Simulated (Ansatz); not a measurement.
# What AlBiSe3 (model cell, started as cubic perovskite with Al in the octahedra) distorts into

Aim: this structure of AlBiSe3 (model cell, started as cubic perovskite with Al in the octahedra) is to be tested for unstable modes, and one is followed downhill.

Program: Ansatz 0.2.0. Level of theory: DFT PBEsol, scalar-relativistic, plane waves, PAW. Results are calculated unless marked as measured.

The structure was built from a prototype and need not be the compound's stable phase.

## (1) The structure

It takes space group Pm-3m (No. 221, cubic). The conventional cell has a = 4.853 Å, b = 4.853 Å, c = 4.853 Å, α = 90.00°, β = 90.00°, γ = 90.00°. Nearest to Bi lie 12 Se at 3.43 Å. Nearest to Al lie 6 Se at 2.43 Å. Nearest to Se lie 2 Al at 2.43 Å and 4 Bi at 3.43 Å. Farther neighbours and most contacts between anions are not listed.

## (2) Phonons on a q mesh

The cell comes from relaxations at this level that are not shown. Stability and thermal properties need the whole zone. Linear response on a 2×2×2 q mesh gives force constants as far as a supercell of that size would.

File input.yaml:

```yaml
crystal:
  lattice:
    - [4.8529979444, 0.0, 0.0]
    - [0.0, 4.8529979444, 0.0]
    - [0.0, 0.0, 4.8529979444]
  atoms:
    - { symbol: Bi, position: [0.0, 0.0, 0.0] }
    - { symbol: Al, position: [0.5, 0.5, 0.5] }
    - { symbol: Se, position: [0.5, 0.5, 0.0] }
    - { symbol: Se, position: [0.5, 0.0, 0.5] }
    - { symbol: Se, position: [0.0, 0.5, 0.5] }
kpoints:
  mp_grid: { grid: [6, 6, 6] }
hamiltonian:
  xc: pbesol
scf:
  occupations: { method: methfessel_paxton, width: 0.15 }
output:
  eigenvalues: true
phonons:
  method: dfpt
  qmesh: [2, 2, 2]
  temperatures: { t_max: 1000, t_step: 50 }
  qpath:
    path:
      - [[0.0, 0.0, 0.0], [0.0, 0.5, 0.0], [0.5, 0.5, 0.0], [0.0, 0.0, 0.0], [0.5, 0.5, 0.5], [0.0, 0.5, 0.0]]
      - [[0.5, 0.5, 0.5], [0.5, 0.5, 0.0]]
    npoints: 10
```

Command:

```bash
$ ansatz run input.yaml --threads 8 --pin off --max-ram 14336MiB --backend cpu --events-out ev --progress --plain --runs-dir out
```

Numbers of over 12 decimals in the logs are rounded to 6 here.

The program printed:

```text
Engine: ansatz 0.2.0, x86_64-unknown-linux-gnu
Pseudopotentials: kind: paw
Pseudopotential: Bi, paw, valence charge 15, recommended cutoff 420 eV (normal), Bi.paw.azcp
Pseudopotential: Al, paw, valence charge 3, recommended cutoff 420 eV (normal), Al.paw.azcp
Pseudopotential: Se, paw, valence charge 16, recommended cutoff 420 eV (normal), Se.paw.azcp
Functional definition: PBEsol
  exchange = pbesol_x
  correlation = pbesol_c
Crystal: 5 atoms, lattice volume = 114.296 Å³
Basis set: ecut = 420 eV, 2205 PW (Γ), exchange–correlation on 72×72×72 points (8 copies of the dense FFT grid, shifted against one another)
Bands: 40, of which v1, the nominal top of the filled ones, is band 33 counted from 1 (32 counted from 0)
Symmetry: 48 space group operations
k-points: 20 of 216
Non-local potential: Bi, projectors of the file, l = 0: 2, l = 1: 2, l = 2: 2, l = 3: 2
Non-local potential: Al, projectors of the file, l = 0: 2, l = 1: 2, l = 2: 1
Non-local potential: Se, projectors of the file, l = 0: 2, l = 1: 2, l = 2: 3, l = 3: 1
PAW form: soft (Blöchl's): semilocal exchange-correlation on the pseudo side does not see the compensation charge
PAW frozen core: Bi, regenerated for the run's functional, and the local potential with it (the file was generated under x = pbe(κ = 0.804, μ = 0.219515), c = pbe(β = 0.066725))
PAW frozen core: Al, regenerated for the run's functional, and the local potential with it (the file was generated under x = pbe(κ = 0.804, μ = 0.219515), c = pbe(β = 0.066725))
PAW frozen core: Se, regenerated for the run's functional, and the local potential with it (the file was generated under x = pbe(κ = 0.804, μ = 0.219515), c = pbe(β = 0.066725))
PAW one-centre angular grid: Bi, 590 points (default); XC on 64 Gauss nodes
PAW one-centre angular grid: Al, 110 points (default); XC on 64 Gauss nodes
PAW one-centre angular grid: Se, 590 points (default); XC on 64 Gauss nodes
Initial density: superposition of atomic densities (neutral atoms: chi_scale 0, normalization atom), corrected by the library's trained network
Initial wavefunctions: pseudopotential atomic-orbital guess
Functional: x = pbesol(κ = 0.804, μ = 0.123457), c = pbesol(β = 0.046)
SCF iter   1: F=—  HF=-29039.935165 eV  |F-HF|=—  |Δ(HF+E_count)|=         —  Δρ=5.01e-3  dr2=7.10e-2  ethr=1.77e-3  ⟨swp⟩=7.8  Hψ=3297  notcnv=0
preconditioner: auto → Kerker (q_TF=auto, 2.490 Å⁻¹)  [metal: Δε(μ)=0.011 eV  Ē_g=9.442 eV  σ=0.150 eV  W_gap=0.06  n_scr=26 (ndim 8)  ℏωp=17.7 eV  f_vac=0.000  D(μ)=5.38/eV (n_scr^D=56)]
SCF iter   2: F=—  HF=-29039.921775 eV  |F-HF|=—  |Δ(HF+E_count)|=   1.34e-2  S|Δr|=    0.00e0  Δρ=2.42e-3  dr2=1.46e-2  ethr=1.08e-4  ⟨swp⟩=1.0  Hψ=960  notcnv=0
SCF iter   3: F=—  HF=-29039.918536 eV  |F-HF|=—  |Δ(HF+E_count)|=   3.24e-3  S|Δr|=    0.00e0  Δρ=9.74e-4  dr2=2.87e-3  ethr=2.22e-5  ⟨swp⟩=1.9  Hψ=1068  notcnv=0
SCF iter   4: F=—  HF=-29039.917810 eV  |F-HF|=—  |Δ(HF+E_count)|=   7.26e-4  S|Δr|=    0.00e0  Δρ=3.33e-4  dr2=2.85e-4  ethr=4.35e-6  ⟨swp⟩=2.0  Hψ=1010  notcnv=0
SCF iter   5: F=—  HF=-29039.917726 eV  |F-HF|=—  |Δ(HF+E_count)|=   8.40e-5  S|Δr|=    0.00e0  Δρ=1.17e-4  dr2=1.81e-5  ethr=4.32e-7  ⟨swp⟩=2.5  Hψ=1442  notcnv=0
SCF iter   6: F=—  HF=-29039.917716 eV  |F-HF|=—  |Δ(HF+E_count)|=   1.02e-5  S|Δr|=    0.00e0  Δρ=4.20e-5  dr2=2.90e-6  ethr=2.74e-8  ⟨swp⟩=2.0  Hψ=1433  notcnv=0
SCF iter   7: F=—  HF=-29039.917709 eV  |F-HF|=—  |Δ(HF+E_count)|=   6.83e-6  S|Δr|=    0.00e0  Δρ=1.21e-5  dr2=1.99e-7  ethr=4.39e-9  ⟨swp⟩=2.1  Hψ=984  notcnv=0
SCF iter   8: F=—  HF=-29039.917709 eV  |F-HF|=—  |Δ(HF+E_count)|=   4.68e-8  S|Δr|=    0.00e0  Δρ=3.50e-6  dr2=1.97e-8  ethr=3.02e-10  ⟨swp⟩=2.0  Hψ=1432  notcnv=0
SCF iter   9: F=—  HF=-29039.917709 eV  |F-HF|=—  |Δ(HF+E_count)|=   2.67e-9  S|Δr|=    0.00e0  Δρ=7.88e-7  dr2=6.96e-10  ethr=2.98e-11  ⟨swp⟩=2.0  Hψ=1433  notcnv=0
SCF iter  10: F=—  HF=-29039.917709 eV  |F-HF|=—  |Δ(HF+E_count)|=  4.00e-11  S|Δr|=    0.00e0  Δρ=1.16e-7  dr2=1.58e-11  ethr=1.06e-12  ⟨swp⟩=2.0  Hψ=903  notcnv=0
SCF iter  11: F=-29039.917709 eV  HF=-29039.917709 eV  |F-HF|=1.46e-11  |Δ(HF+E_count)|=  3.64e-12  S|Δr|=    0.00e0  Δρ=2.37e-8  dr2=5.51e-13  ethr=1.00e-12  ⟨swp⟩=10.7  Hψ=3733  notcnv=0
SCF 1 converged in 11 iterations: F = -29039.917709 eV  dr2 = 5.51e-13
  greatest PAW one-centre occupation: 1.000 electrons in one spin orbital (limit 2), on the Se atom at site 2 (counted from 0), in its partial waves of l = 2
Initial density: read from a saved state, or passed on in memory by an earlier SCF of this step, an earlier step, the calling program or the single point that the run made first
iter 1 solved again at ethr=1.47e-7 eV; its pass at ethr=3.10e-3 eV (dr2=9.73e-5 eV) is discarded
SCF iter   1: F=—  HF=-29039.917710 eV  |F-HF|=—  |Δ(HF+E_count)|=         —  Δρ=1.74e-6  dr2=2.31e-9  ethr=1.47e-7  ⟨swp⟩=3.0  Hψ=5117  notcnv=0
eigensolver tolerance schedule: the retry pair's looser diagonalisation over-reported the residual by 42147.95 of it (diagonalisation noise at an unbounded share of the residual, at the tolerance the schedule requests for it); recorded, not acted on — ethr = c·dr2/N_el stays at c = 1.0e-1
preconditioner: auto → Kerker (q_TF=auto, 2.490 Å⁻¹)  [metal: Δε(μ)=0.023 eV  Ē_g=9.464 eV  σ=0.150 eV  W_gap=0.13  n_scr=26 (ndim 8)  ℏωp=17.7 eV  f_vac=0.000  D(μ)=4.90/eV (n_scr^D=32)]
SCF iter   2: F=—  HF=-29039.917709 eV  |F-HF|=—  |Δ(HF+E_count)|=   7.98e-7  S|Δr|=    0.00e0  Δρ=9.73e-7  dr2=7.96e-10  ethr=3.50e-12  ⟨swp⟩=4.0  Hψ=2424  notcnv=0
SCF iter   3: F=—  HF=-29039.917709 eV  |F-HF|=—  |Δ(HF+E_count)|=  2.51e-10  S|Δr|=    0.00e0  Δρ=6.23e-7  dr2=3.02e-10  ethr=1.21e-12  ⟨swp⟩=2.0  Hψ=1018  notcnv=0
SCF iter   4: F=—  HF=-29039.917709 eV  |F-HF|=—  |Δ(HF+E_count)|=  1.09e-10  S|Δr|=    0.00e0  Δρ=3.60e-7  dr2=9.84e-11  ethr=1.00e-12  ⟨swp⟩=2.0  Hψ=820  notcnv=0
SCF iter   5: F=—  HF=-29039.917709 eV  |F-HF|=—  |Δ(HF+E_count)|=  2.91e-11  S|Δr|=    0.00e0  Δρ=2.65e-7  dr2=5.35e-11  ethr=1.00e-12  ⟨swp⟩=1.0  Hψ=800  notcnv=0
SCF iter   6: F=—  HF=-29039.917709 eV  |F-HF|=—  |Δ(HF+E_count)|=  7.28e-12  S|Δr|=    0.00e0  Δρ=2.01e-7  dr2=3.11e-11  ethr=1.00e-12  ⟨swp⟩=1.0  Hψ=800  notcnv=0
SCF iter   7: F=—  HF=-29039.917709 eV  |F-HF|=—  |Δ(HF+E_count)|=  3.64e-12  S|Δr|=    0.00e0  Δρ=1.64e-7  dr2=2.07e-11  ethr=1.00e-12  ⟨swp⟩=1.0  Hψ=800  notcnv=0
SCF iter   8: F=-29039.917709 eV  HF=-29039.917709 eV  |F-HF|=1.46e-11  |Δ(HF+E_count)|=  7.28e-12  S|Δr|=    0.00e0  Δρ=1.10e-7  dr2=9.35e-12  ethr=1.00e-12  ⟨swp⟩=2.0  Hψ=1716  notcnv=0
SCF 2 converged in 8 iterations: F = -29039.917709 eV  dr2 = 9.35e-12
  greatest PAW one-centre occupation: 1.000 electrons in one spin orbital (limit 2), on the Se atom at site 3 (counted from 0), in its partial waves of l = 2
phonons: the bands overlap, so this run is a metal and interpolates without the dipole-dipole term. If the crystal is really an insulator or semiconductor, its LO-TO splitting is missing
NSCF: frozen V_eff on 20 k-points
WARN: eigensolver did not converge in 5 slots of this pass, the one above among them; of largest residual over every band (k=9): 1 band(s) unlocked (lowest unlocked band 39, counted from 0; max residual 1.01e-5 eV among the unlocked bands, 1.01e-5 eV over every band); of lowest unlocked band (k=3): band 39
NSCF: frozen V_eff on 64 k-points
DFPT response loops at q = (0, 0, 0) (fractional): preconditioner auto → Kerker (q_TF=auto, 2.490 Å⁻¹) (partly filled bands, converged f_vac=0.000); β = 1.00, the filter's whole step (`scf.mixing.beta` (0.50) is not read by the response loops under this deck's `scf.mixing.preconditioner`; to damp them name `kerker` or `kerker_dos`, under which they read `scf.mixing.beta`, and type it under 1.00, their step now; both keys bind the ground state too); Broyden in place of MSR1
NSCF: frozen V_eff on 128 k-points
DFPT response loops at q = (0, 0, -0.5) (fractional): mixed as the last ones told, above
NSCF: frozen V_eff on 128 k-points
DFPT response loops at q = (0, -0.5, -0.5) (fractional): mixed as the last ones told, above
NSCF: frozen V_eff on 128 k-points
DFPT response loops at q = (-0.5, -0.5, -0.5) (fractional): mixed as the last ones told, above
SCF converged after 11 iterations
Stability not checked: this state was not tested for a lower state beside it, because cold or Methfessel-Paxton smearing, or corrected tetrahedra, fill the levels in a way that the test cannot read (fill_not_monotonic; see scf.lower_state_search)
Free energy (F): -29039.917709 eV
Harris-Foulkes:  -29039.917709 eV  (|F-HF|=1.46e-11)
Internal energy: -29039.910506 eV  (E = F + TS)
E sigma→0 (E₀):  -29039.915908 eV
Entropy (-TS):   -0.007203 eV (-1.441 meV/atom)
Fermi energy:    9.644740 eV
--- Per-component energies (eV) ---
  E_band       = -1174.461864
  E_kinetic    = 682.989307
  E_local      = -8483.846022  (includes V_loc(G=0)·N_el)
  E_nonlocal   = -1205.257230
  E_hartree    = 3968.831015
  E_xc         = -500.818467
  E_vxc        = -469.016174  (∫ρ·V_xc dr)
  E_paw        = -16567.176994  (= ΣΔE_a)
  E_vpaw       = 363.008484  (= ΣTr[D̂ρ^β])
  E_aug_tail   = -0.002220  (compensation charges beyond the density's cutoff)
  E_ewald      = -6937.764137
  E_core_change = 3.134243  (= ΣΔE_core)
  E_smearing   = -0.007203  (= −TS)
  E_closure    = -0.000000  (closes the sum)
  Σ components = -29039.917709   (vs F -29039.917709, Δ=0.00e0)
--- Band table (eV; the first three rows and the last of 20) ---
  k-point 0: bands = [... 29 lower, 8.0163, 8.4421, 8.4421, 8.4421, 9.2051, 12.3301, 12.3301, 12.3301, ... 3 higher]
  k-point 1: bands = [... 29 lower, 7.7143, 8.2330, 8.4088, 8.4088, 10.2473, 11.4678, 11.9839, 11.9839, ... 3 higher]
  k-point 2: bands = [... 29 lower, 7.2000, 7.8771, 8.6378, 8.6378, 9.9542, 11.3348, 11.3348, 11.8713, ... 3 higher]
  k-point 19: bands = [... 29 lower, 8.3475, 10.1543, 10.1543, 10.1543, 12.2596, 12.2596, 12.2596, 13.3877, ... 3 higher]
--- Phonons (Γ-DFPT): 4 representative perturbations + reference (Σ response iterations 12) ---
  ASR residual: 1.147e-4 → 0.000e0 eV/Å²; symmetrization residual: 9.358e-6 eV/Å²
  ASR residual per site (eV/Å²): 9.41e-6 1.15e-4 5.77e-6 5.77e-6 5.77e-6
  Γ frequencies (cm⁻¹): -114.15 -114.15 -114.15 -110.21 -110.21 -110.21 0.00 0.00 0.00 49.33 49.33 49.33 339.85 339.85 339.85
--- Phonons (arbitrary-q DFPT): 4 irreducible q on the 2×2×2 mesh ---
  q = [0.0000, 0.0000, 0.0000] (star 1, of the zone-centre solve; hermiticity 1.42e-6, symmetrization 4.65e-12): -114.15 -114.15 -114.15 -110.21 -110.21 -110.21 -0.00 0.00 0.00 49.33 49.33 49.33 339.85 339.85 339.85
  q = [0.0000, 0.0000, -0.5000] (star 3, 9 solved perturbations in 504 linear systems a pass and spin channel, the states on 64 of 216 k-point pairs; hermiticity 1.75e-6, symmetrization 2.00e-12): -143.83 -101.97 -101.97 -101.53 -101.53 -31.39 -27.15 19.80 19.80 70.98 70.98 223.40 303.43 339.02 339.02
  q = [0.0000, -0.5000, -0.5000] (star 3, 9 solved perturbations in 504 linear systems a pass and spin channel, the states on 64 of 216 k-point pairs; hermiticity 1.58e-6, symmetrization 6.38e-13): -156.88 -122.61 -122.61 -77.88 -77.88 -39.03 32.85 32.85 69.60 97.19 191.61 243.59 308.72 308.72 341.03
  q = [-0.5000, -0.5000, -0.5000] (star 1, 4 solved perturbations in 184 linear systems a pass and spin channel, the states on 64 of 216 k-point pairs; hermiticity 1.00e-6, symmetrization 6.45e-12): -148.03 -148.03 -148.03 -90.75 -90.75 -90.75 77.03 77.03 77.03 189.37 189.37 261.01 319.76 319.76 319.76
  sum rule: each row above includes the acoustic sum rule's correction from the zone centre's row sums; it moved no ω² by more than (1.08 cm⁻¹)²
  mesh force constants: q→R imaginary residual 7.26e-18; ASR residual 1.147e-4 → 0.000e0 eV/Å²; symmetrization residual 2.132e-14 eV/Å²
  interpolated dispersion: 62 rows × 15 modes
  density of states and harmonic sums: on the 14×14×14 q-mesh, interpolated from the force constants of a 2×2×2 supercell (no non-analytic term)
  largest difference from the sums on the solved wave vectors: F 6.81e-2 eV, S 1.10e-4 and C_V 4.17e-5 eV/K
  zero-point energy: 0.096369 eV/cell   skipped modes (ω ≤ 0): 752, of them read as no rigid motion or as one in doubt: 749 (6.265e0 modes/cell left out, lowest -156.88 cm⁻¹)   left out of the sums: 4.18e-1 of the cell's modes: C_V's classical limit lies that fraction below 3 k_B per atom; for a crystal, a wire or a layer, F and S can be off by more, and a phonons.interpolated_qmesh denser along its periods is the remedy for the sampling
```

The job ended after 1.7 min (8 threads of Intel Xeon 6975P-C (Granite Rapids), shared host; peak memory 1.4 GiB).

This step gave:

- volume per atom: 22.86 Å³
- gap on the k-mesh: 0 eV
- sum-rule residual before enforcement: 1.15e-4 eV/Å²
- lowest frequency on the path: -156.9 cm⁻¹
- point group: m-3m
- highest frequency on the path or at a solved wavevector: 341.0 cm⁻¹
- highest optical mode at the zone centre (no LO-TO term): 339.9 cm⁻¹
- lowest optical zone-centre mode: -114.2 cm⁻¹
- lowest mode on the q mesh (acoustic modes at Γ apart): -156.9 cm⁻¹

Frequencies (cm⁻¹) solved at each irreducible wavevector; negative means imaginary. Frequencies by wavevector, by row:

| q in reciprocal lattice units | star | mode 1 | mode 2 | mode 3 | mode 4 | mode 13 | mode 14 | mode 15 |
| --- | --- | --- | --- | --- | --- | --- | --- | --- |
| 0 0 0 | 1 | -114.2 | -114.2 | -114.2 | -110.2 | 339.9 | 339.9 | 339.9 |
| 0 0 -0.5 | 3 | -143.8 | -102 | -102 | -101.5 | 303.4 | 339 | 339 |
| 0 -0.5 -0.5 | 3 | -156.9 | -122.6 | -122.6 | -77.9 | 308.7 | 308.7 | 341 |
| -0.5 -0.5 -0.5 | 1 | -148 | -148 | -148 | -90.8 | 319.8 | 319.8 | 319.8 |

Interpolated from a 2×2×2 q mesh. The phonon branches at the labelled points (cm⁻¹):

| point | branch 1 | branch 2 | branch 3 | branch 4 | branch 12 | branch 13 | branch 14 | branch 15 |
| --- | --- | --- | --- | --- | --- | --- | --- | --- |
| Γ | -114 | -114 | -114 | -110 | 49 | 340 | 340 | 340 |
| halfway | -130 | -108 | -108 | -106 | 150 | 328 | 339 | 339 |
| X | -144 | -102 | -102 | -102 | 223 | 303 | 339 | 339 |
| halfway | -149 | -117 | -114 | -92 | 224 | 306 | 329 | 340 |
| M | -157 | -123 | -123 | -78 | 244 | 309 | 309 | 341 |
| halfway | -138 | -114 | -113 | -100 | 164 | 326 | 331 | 340 |
| Γ | -114 | -114 | -114 | -110 | 49 | 340 | 340 | 340 |
| halfway | -138 | -123 | -123 | -98 | 179 | 327 | 327 | 334 |
| R | -148 | -148 | -148 | -91 | 261 | 320 | 320 | 320 |
| halfway | -147 | -130 | -123 | -95 | 227 | 310 | 328 | 334 |
| X | -144 | -102 | -102 | -102 | 223 | 303 | 339 | 339 |
| jump to R | -148 | -148 | -148 | -91 | 261 | 320 | 320 | 320 |
| halfway | -152 | -134 | -134 | -92 | 246 | 314 | 314 | 333 |
| M | -157 | -123 | -123 | -78 | 244 | 309 | 309 | 341 |

Symmetry leaves 4 wavevectors to solve. The lowest mode among them, the acoustic zeros apart, lies at q = (0, -0.5, -0.5) and is imaginary, 156.9i cm⁻¹, so the energy falls along it.

## (3) The mode frozen in, largest atomic shift 0 Å

The mode followed lies at q = (-0.5, -0.5, -0.5) with frequency 148.0i cm⁻¹ and is 3-fold degenerate, one of the unstable modes though not the softest. At small amplitude the distorted cell has space group no. 140 by a symmetry search on the positions. The undistorted cell that holds it gives the zero of energy on the same k mesh.

System of this step: AlBiSe3 (model cell, started as cubic perovskite with Al in the octahedra). Symmetry: Pm-3m, No. 221, cubic system. The conventional cell has a = 4.853 Å, b = 4.853 Å, c = 4.853 Å, α = 90.00°, β = 90.00°, γ = 90.00°. Bi has 12 Se at 3.43 Å nearest. Nearest to Al lie 6 Se at 2.43 Å. Nearest to Se lie 2 Al at 2.43 Å and 4 Bi at 3.43 Å. Farther neighbours and most contacts between anions are not listed.

File input.yaml:

```yaml
crystal:
  lattice:
    - [4.8529979444, 4.8529979444, 0.0]
    - [4.8529979444, 0.0, 4.8529979444]
    - [4.8529979444, 0.0, -4.8529979444]
  atoms:
    - { symbol: Bi, position: [0.0, 0.0, 1.0] }
    - { symbol: Bi, position: [0.0, 0.5, 0.5] }
    - { symbol: Al, position: [0.5, 0.25, 0.75] }
    - { symbol: Al, position: [0.5, 0.75, 0.25] }
    - { symbol: Se, position: [0.5, 0.5, 0.5] }
    - { symbol: Se, position: [0.5, 0.0, 0.0] }
    - { symbol: Se, position: [0.0, 0.0, 0.5] }
    - { symbol: Se, position: [0.0, 0.5, 0.0] }
    - { symbol: Se, position: [0.5, 0.0, 0.5] }
    - { symbol: Se, position: [0.5, 0.5, 0.0] }
kpoints:
  mp_grid: { grid: [6, 6, 6] }
hamiltonian:
  xc: pbesol
scf:
  occupations: { method: methfessel_paxton, width: 0.15 }
output:
  forces: true
  stress: true
  eigenvalues: true
```

The program printed:

```text
[...]
Crystal: 10 atoms, lattice volume = 228.592 Å³
Basis set: ecut = 420 eV, 4477 PW (Γ), exchange–correlation on 96×96×96 points (8 copies of the dense FFT grid, shifted against one another)
Bands: 80, of which v1, the nominal top of the filled ones, is band 66 counted from 1 (65 counted from 0)
Symmetry: 96 space group operations
[...]
k-points: 16 of 216
[...]
k-point 0: bands = [... 62 lower, 8.4212, 9.1848, 10.1307, 10.1307, 10.1307, 12.2804, 12.2804, 12.2804, ... 10 higher]
  k-point 1: bands = [... 62 lower, 8.5094, 9.8612, 9.8612, 9.9530, 9.9759, 11.4565, 11.4819, 12.1177, ... 10 higher]
  k-point 2: bands = [... 62 lower, 8.7638, 9.4262, 9.4262, 9.5954, 9.8163, 10.0260, 10.9409, 11.8718, ... 10 higher]
  k-point 15: bands = [... 62 lower, 7.9076, 8.4013, 8.4574, 9.5841, 9.5879, 9.8763, 10.5184, 10.8141, ... 10 higher]
[key lines of the parts left out:]
SCF converged after 8 iterations
Free energy (F): -58079.894872 eV
Fermi energy:    9.638377 eV
P = ⅓ Tr σ = -0.0939 GPa (-0.939 kbar)
```

Elapsed: 2.2 s, on 8 threads; peak memory 1.2 GiB; 12 s of CPU time.

Numbers from this step:

| Property | Result |
| --- | --- |
| pressure | -0.09391 GPa |
| energy from the undistorted cell | 0 meV/atom |

The run ends at a pressure of -0.09 GPa.

(Continued in part 2 of 2.)

[Logs are printed without paths, hosts, clocks, repeated set-up lines and the standing remarks that a program may print on its own settings, such as how far it seeks lower states.]

[Hosts, paths, dates, database ids (printed as entryN), source tags and the programs' standing remarks are cut or masked in the printed files.]
